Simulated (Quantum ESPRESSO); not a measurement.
# Magnetic state of Mn3InC from several starts, part 2 of 2

A self-consistent run ends on one state, which hangs on the start. Several orders of Mn3InC are started in Quantum ESPRESSO and their energies compared.

Quantum ESPRESSO 7.5; PBEsol; plane waves with GBRV 1.5 PBEsol potentials, no spin-orbit coupling.

So far, absolute magnetization (μB): step 2 (start 1: ferro +++) 6.55.

### Step 4. Run 3, typed as antiferro q=(1/2,1/2,1/2) +−+−+−

The cell is doubled to 10 atoms to hold this order.

pw.in reads:

```
&CONTROL
  calculation = 'scf'
  prefix = 'pwscf'
  outdir = './tmp'
  pseudo_dir = './pseudo'
  disk_io = 'nowf'
/
&SYSTEM
  ibrav = 0
  celldm(1) = 8
  nat = 10
  ntyp = 4
  ecutwfc = 40
  ecutrho = 280
  nbnd = 78
  occupations = 'smearing'
  smearing = 'fd'
  degauss = 0.0110248
  nspin = 2
  starting_magnetization(1) = 0.2333
  starting_magnetization(2) = -0.2333
  starting_magnetization(3) = 0
  starting_magnetization(4) = 0
/
&ELECTRONS
  conv_thr = 2d-08
  electron_maxstep = 150
  mixing_beta = 0.3
/
ATOMIC_SPECIES
Mn1    54.9380 mn_pbesol_v1.5.uspp.F.UPF
Mn2    54.9380 mn_pbesol_v1.5.uspp.F.UPF
In    114.8180 in_pbesol_v1.4.uspp.F.UPF
C      12.0110 c_pbesol_v1.2.uspp.F.UPF
CELL_PARAMETERS alat
   1.8654738519739    0.0000000000000    0.0000000000000
   0.9327369259869    0.9327369259869    0.0000000000000
   0.9327369259869    0.0000000000000    0.9327369259869
ATOMIC_POSITIONS crystal
Mn1     0.2500000000    0.0000000000    0.0000000000
Mn2     0.7500000000    0.0000000000    0.0000000000
Mn1     0.7500000000    0.0000000000    0.5000000000
Mn2     0.2500000000    0.0000000000    0.5000000000
Mn1     0.7500000000    0.5000000000    0.0000000000
Mn2     0.2500000000    0.5000000000    0.0000000000
In      0.7500000000    0.5000000000    0.5000000000
In      0.2500000000    0.5000000000    0.5000000000
C       0.0000000000    0.0000000000    0.0000000000
C       0.5000000000    0.0000000000    0.0000000000
K_POINTS automatic
4 8 8 0 0 0
```

The run is started by

```bash
> OMP_NUM_THREADS=1 mpirun -n 4 pw.x -nk 4 -in pw.in > pw.out
```

The log of the run:

```text
     [... lines left out ...]
Program PWSCF v.7.5 starts
     [... lines left out ...]
     number of atoms/cell      =           10
     [... lines left out ...]
     number of electrons       =       124.00
     number of Kohn-Sham states=           78
     kinetic-energy cutoff     =      40.0000  Ry
     charge density cutoff     =     280.0000  Ry
     scf convergence threshold =      2.0E-08
     [... lines left out ...]
     12 Sym. Ops., with inversion, found ( 6 have fractional translation)
     [... lines left out ...]
     number of k points=    35  Fermi-Dirac smearing, width (Ry)=  0.0110
     [... lines left out ...]
     iteration # 18     ecut=    40.00 Ry     beta= 0.30
     [... lines left out ...]
     Magnetic moment per site  (integrated on atomic sphere of radius R)
     atom   1 (R=0.192)  charge= 12.0835  magn=  1.7073
     atom   2 (R=0.192)  charge= 12.0836  magn= -1.7099
     atom   3 (R=0.192)  charge= 12.0836  magn=  1.7073
     atom   4 (R=0.192)  charge= 12.0837  magn= -1.7099
     atom   5 (R=0.192)  charge= 12.0836  magn=  1.7073
     atom   6 (R=0.192)  charge= 12.0837  magn= -1.7099
     atom   7 (R=0.272)  charge= 11.0621  magn=  0.0003
     atom   8 (R=0.272)  charge= 11.0621  magn= -0.0002
     atom   9 (R=0.192)  charge=  3.0849  magn=  0.0001
     atom  10 (R=0.192)  charge=  3.0849  magn=  0.0001
     [... lines left out ...]
     the Fermi energy is    16.1792 ev
!    total energy              =   -1555.81678136 Ry
     estimated scf accuracy    <       0.00000001 Ry
     smearing contrib. (-TS)   =      -0.05944047 Ry
     [... lines left out ...]
     total magnetization       =    -0.01 Bohr mag/cell
     absolute magnetization    =    12.25 Bohr mag/cell
     convergence has been achieved in  18 iterations
```

Elapsed: 6.5 min, on 4 MPI ranks of Intel Xeon at 2.70GHz, shared host; peak memory 0.98 GiB; 26 min of CPU time.

Spin moment in the atom's sphere by atom:

| atom | spin moment in the atom's sphere (μB) |
| --- | --- |
| Mn1 | 1.71 |
| Mn2 | -1.71 |
| Mn3 | 1.71 |
| Mn4 | -1.71 |
| Mn5 | 1.71 |
| Mn6 | -1.71 |
| In7 | 0.00 |
| In8 | 0.00 |
| C9 | 0.00 |
| C10 | 0.00 |

Read from the output:

```
smearing term TS       : 0.8087 eV
magnetization          : -0.009 μB
absolute magnetization : 12.25 μB
final state            : antiferromagnetic
```

### Step 5. Run 4 (antiferro q=(0,0,1/2) +−+−−+)

This order needs a doubled cell of 10 atoms.

pw.in reads:

```
&CONTROL
  calculation = 'scf'
  prefix = 'pwscf'
  outdir = './tmp'
  pseudo_dir = './pseudo'
  disk_io = 'nowf'
/
&SYSTEM
  ibrav = 0
  celldm(1) = 8
  nat = 10
  ntyp = 4
  ecutwfc = 40
  ecutrho = 280
  nbnd = 78
  occupations = 'smearing'
  smearing = 'fd'
  degauss = 0.0110248
  nspin = 2
  starting_magnetization(1) = 0.2333
  starting_magnetization(2) = -0.2333
  starting_magnetization(3) = 0
  starting_magnetization(4) = 0
/
&ELECTRONS
  conv_thr = 2d-08
  electron_maxstep = 150
  mixing_beta = 0.3
/
ATOMIC_SPECIES
Mn1    54.9380 mn_pbesol_v1.5.uspp.F.UPF
Mn2    54.9380 mn_pbesol_v1.5.uspp.F.UPF
In    114.8180 in_pbesol_v1.4.uspp.F.UPF
C      12.0110 c_pbesol_v1.2.uspp.F.UPF
CELL_PARAMETERS alat
   0.9327369259869    0.0000000000000    0.0000000000000
   0.0000000000000    0.9327369259869    0.0000000000000
   0.0000000000000    0.0000000000000    1.8654738519739
ATOMIC_POSITIONS crystal
Mn1     0.5000000000    0.0000000000    0.0000000000
Mn2     0.5000000000    0.0000000000    0.5000000000
Mn1     0.0000000000    0.0000000000    0.2500000000
Mn2     0.0000000000    0.0000000000    0.7500000000
Mn2     0.0000000000    0.5000000000    0.0000000000
Mn1     0.0000000000    0.5000000000    0.5000000000
In      0.5000000000    0.5000000000    0.2500000000
In      0.5000000000    0.5000000000    0.7500000000
C       0.0000000000    0.0000000000    0.0000000000
C       0.0000000000    0.0000000000    0.5000000000
K_POINTS automatic
8 8 4 0 0 0
```

The log of the run:

```text
     [... lines left out ...]
Program PWSCF v.7.5 starts
     [... lines left out ...]
     number of atoms/cell      =           10
     [... lines left out ...]
     number of electrons       =       124.00
     number of Kohn-Sham states=           78
     kinetic-energy cutoff     =      40.0000  Ry
     charge density cutoff     =     280.0000  Ry
     scf convergence threshold =      2.0E-08
     [... lines left out ...]
      8 Sym. Ops. (no inversion) found ( 4 have fractional translation)
     [... lines left out ...]
     number of k points=    45  Fermi-Dirac smearing, width (Ry)=  0.0110
     [... lines left out ...]
     iteration # 27     ecut=    40.00 Ry     beta= 0.30
     [... lines left out ...]
     Magnetic moment per site  (integrated on atomic sphere of radius R)
     atom   1 (R=0.192)  charge= 12.0848  magn=  1.9848
     atom   2 (R=0.192)  charge= 12.0848  magn= -1.9848
     atom   3 (R=0.192)  charge= 12.0871  magn=  1.4642
     atom   4 (R=0.192)  charge= 12.0871  magn= -1.4642
     atom   5 (R=0.192)  charge= 12.0848  magn= -1.9848
     atom   6 (R=0.192)  charge= 12.0848  magn=  1.9848
     atom   7 (R=0.272)  charge= 11.0615  magn= -0.0244
     atom   8 (R=0.272)  charge= 11.0615  magn=  0.0244
     atom   9 (R=0.192)  charge=  3.0876  magn=  0.0000
     atom  10 (R=0.192)  charge=  3.0876  magn=  0.0000
     [... lines left out ...]
     the Fermi energy is    16.2393 ev
!    total energy              =   -1555.81285735 Ry
     estimated scf accuracy    <          6.9E-09 Ry
     smearing contrib. (-TS)   =      -0.05260887 Ry
     [... lines left out ...]
     total magnetization       =    -0.00 Bohr mag/cell
     absolute magnetization    =    13.14 Bohr mag/cell
     convergence has been achieved in  27 iterations
```

Wall time 6.3 min (4 MPI ranks); peak memory 1 GiB.

Read from the output:

* smearing term TS: 0.7158 eV
* magnetization: 0 μB
* absolute magnetization: 13.13 μB
* final state: antiferromagnetic
* largest moment: 1.985 μB

### Step 6. The states side by side

An order is kept where moments of 0.15 μB or more survive with the typed signs; meshes match where a doubled cell samples the same k points as the first cell.

Orders:

| start | final state | typed order kept | energy over the lowest (meV a seeded atom) | largest site moment (μB) | net moment (μB a cell of the first run) | mesh matched | CPU time (s) |
| --- | --- | --- | --- | --- | --- | --- | --- |
| ferro +++ | ferromagnetic | yes | 0 | 1.796 | 5.856 | yes | 212.1 |
| antiferro q=(0,0,1/2) +-+-+- | antiferromagnetic | yes | 17.15 | 1.864 | 0 | yes | 1775 |
| antiferro q=(1/2,1/2,1/2) +-+-+- | antiferromagnetic | yes | 20.63 | 1.71 | 0.004294 | yes | 1546 |
| antiferro q=(0,0,1/2) +-+--+ | antiferromagnetic | yes | 29.53 | 1.985 | 0 | yes | 1505 |

### Step 7. What came out

```json
{"lowest state found": "ferromagnetic (from ferro +++)", "largest site moment": "1.80 μB", "next state with moments": "antiferromagnetic, 17.1 meV a seeded atom higher"}
```

What this shows: The smearing terms TS of the orders run from 119 to 135 meV a seeded atom, so the differences would change at a smaller width: an order with a larger TS is lowered more by the smearing. This is the lowest of 4 collinear or spinless starts, no proof of the ground state. Energies are free energies at an electronic temperature of 1740 K, which lowers moments and differences where the moments are itinerant.

[Logs and program files are shortened in this print: banners, set-up blocks, solver, clock and traceback lines can be left out without a mark of their own.]

[Logs are printed without paths, hosts, clocks, repeated set-up lines and the standing remarks that a program may print on its own settings, such as how far it seeks lower states.]

[Hosts, paths, dates, database ids (printed as entryN), source tags and the programs' standing remarks are cut or masked in the printed files.]

[Where a cell is said to come from a database of computed structures, the database is the Materials Project.]
